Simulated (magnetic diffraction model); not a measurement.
## Solving a magnetic structure from powder neutron data: CsYbCoTe3

Space group Cmcm (no. 63), a = 4.4810 Å, b = 16.5960 Å, c = 11.8480 Å.

| site | atom | x | y | z |
| --- | --- | --- | --- | --- |
| 4a | Yb | 0 | 0 | 1/2 |
| 4c | Cs | 1/2 | 0.2441 | 1/4 |
| 8f | Te | 0 | 0.3720 | 0.4509 |
| 4c | Te | 1/2 | 0.4334 | 3/4 |
| 4c | Co | 1/2 | 0.0400 | 3/4 |

This is a made-up structure (elements placed in a structure type, unrelaxed), so the numbers test the method and describe no known phase.

Only Yb and Co are taken to order (form factors of Yb3+ and Co2+); orders and moment sizes are assumed, and not adapted to the symmetry. Radiation: neutrons of λ = 2.567 Å, 1.5° to 60°; isotropic B of 0.17 Å² (Yb), 0.25 Å² (Cs), 0.22 Å² (Te) and 0.25 Å² (Co). Simulated constant-wavelength pattern: nuclear and magnetic terms add, the magnetic one as |2.695 fm × Σ f S⊥ exp(2πi Q·r) exp(−B s²)|², summed over all Q at one angle with the factor 1/(sin²θ cos θ). For a modulated order the moment at position r is S exp(−2πi k·r) + c.c., with S = m/2 for a sine wave of amplitude m and S = m(u + iv)/2 for moments turning in a plane, u and v being orthogonal unit vectors in it; the phase factor of the sum at Q = H + k is then exp(2πi H·r). Free-ion form factors, Sears's scattering lengths of 1992, no absorption; a label names one of the reflections at its angle. The strongest nuclear line in the range is 100, and lines under 0.2 are left out.

Above the ordering temperature:

```csv
2θ (°),index,I
17.80,(0 2 0),79.1
25.03,(0 0 2),17.0
30.88,(0 2 2),44.4
34.52,(1 1 0),13.8
36.04,(0 4 0),6.2
38.27,(0 4 1),2.2
42.19,(0 2 3),31.3
43.11,(1 1 2),3.8
43.26,(1 3 0),86.2
44.38,(0 4 2),1.7
45.19,(1 3 1),75.9
50.63,(1 3 2),100.0
51.36,(0 0 4),61.3
52.21,(1 1 3),22.0
53.32,(0 4 3),0.6
54.79,(0 2 4),20.6
55.30,(0 6 0),0.9
56.91,(0 6 1),3.7
57.53,(1 5 0),26.2
58.87,(1 3 3),9.0
```

Below it (cell unchanged):

```csv
2θ (°),I
3.10,135.8
17.80,79.1
18.07,5.5
20.12,1.0
21.86,26.9
23.73,0.8
25.03,17.0
28.21,15.8
28.32,23.1
30.88,44.4
33.56,17.4
34.52,13.8
34.67,20.3
36.04,6.2
36.18,2.4
37.31,0.7
38.27,2.2
39.23,0.3
39.47,0.7
41.23,2.5
42.19,31.3
42.55,6.1
43.11,3.8
43.26,86.2
43.38,10.7
44.35,0.6
44.38,1.7
45.16,2.4
45.19,75.9
45.23,0.2
46.24,0.6
46.39,5.6
47.94,0.7
48.98,2.5
50.63,100.0
50.87,0.5
```
(The table stops after 36 lines; 20 more lie at higher angle.)

**Question.** Find the propagation vector, then choose among these models:
A. a sine wave with moments along [100] (amplitudes given), 3.2 μB on Yb and 1.67 μB on Co; signs + at (0, 0, 1/2), + at (0, 0, 0), − at (1/2, 0.0400, 3/4), − at (0, 0.4600, 1/4)
B. a sine wave with moments along [010] (amplitudes given), 3.2 μB on Yb and 1.67 μB on Co; signs + at (0, 0, 1/2), + at (0, 0, 0), − at (1/2, 0.0400, 3/4), − at (0, 0.4600, 1/4)
C. moments turning in the plane of [001] and [100], 3.2 μB on Yb and 1.67 μB on Co; signs + at (0, 0, 1/2), + at (0, 0, 0), − at (1/2, 0.0400, 3/4), − at (0, 0.4600, 1/4)
D. moments turning in the plane of [100] and [010], 3.2 μB on Yb and 1.67 μB on Co; signs + at (0, 0, 1/2), + at (0, 0, 0), − at (1/2, 0.0400, 3/4), − at (0, 0.4600, 1/4)

The new lines index as (0 0 1/4) at 3.10°, (0 2 1/4) at 18.07°, (0 2 3/4) at 20.12° and (0 0 7/4) at 21.86°, that is as H ± k with k = (0 0 1/4). Satellites come in pairs about each point of the reciprocal lattice.

Magnetic intensity, observed (below minus above) and for each model:

| 2θ (°) | index | observed | A | B | C | D |
| --- | --- | --- | --- | --- | --- | --- |
| 3.10 | (0 0 1/4) | 135.8 | 67.9 | 67.9 | 67.9 | 135.8 |
| 18.07 | (0 2 1/4) | 5.5 | 5.3 | <0.2 | 10.5 | 5.5 |
| 21.86 | (0 0 7/4) | 26.9 | 13.4 | 13.4 | 13.4 | 26.9 |
| 28.21 | (0 0 9/4) | 15.8 | 7.9 | 7.9 | 7.9 | 15.8 |
| 28.32 | (0 2 7/4) | 23.1 | 14.4 | 8.7 | 20.2 | 23.1 |
| 33.56 | (0 2 9/4) | 17.4 | 10.1 | 7.2 | 13.1 | 17.4 |
| 34.67 | (1 1 1/4) | 20.3 | 1.5 | 18.8 | 21.5 | 20.3 |
| 43.38 | (1 3 1/4) | 10.7 | 4.2 | 6.5 | 14.8 | 10.7 |

Model D matches.

The structure used: k = (0 0 1/4), moments turning in the plane of [100] and [010], 3.2 μB on Yb and 1.67 μB on Co; signs + at (0, 0, 1/2), + at (0, 0, 0), − at (1/2, 0.0400, 3/4), − at (0, 0.4600, 1/4).

[Logs are printed without paths, hosts, clocks, repeated set-up lines and the standing remarks that a program may print on its own settings, such as how far it seeks lower states.]
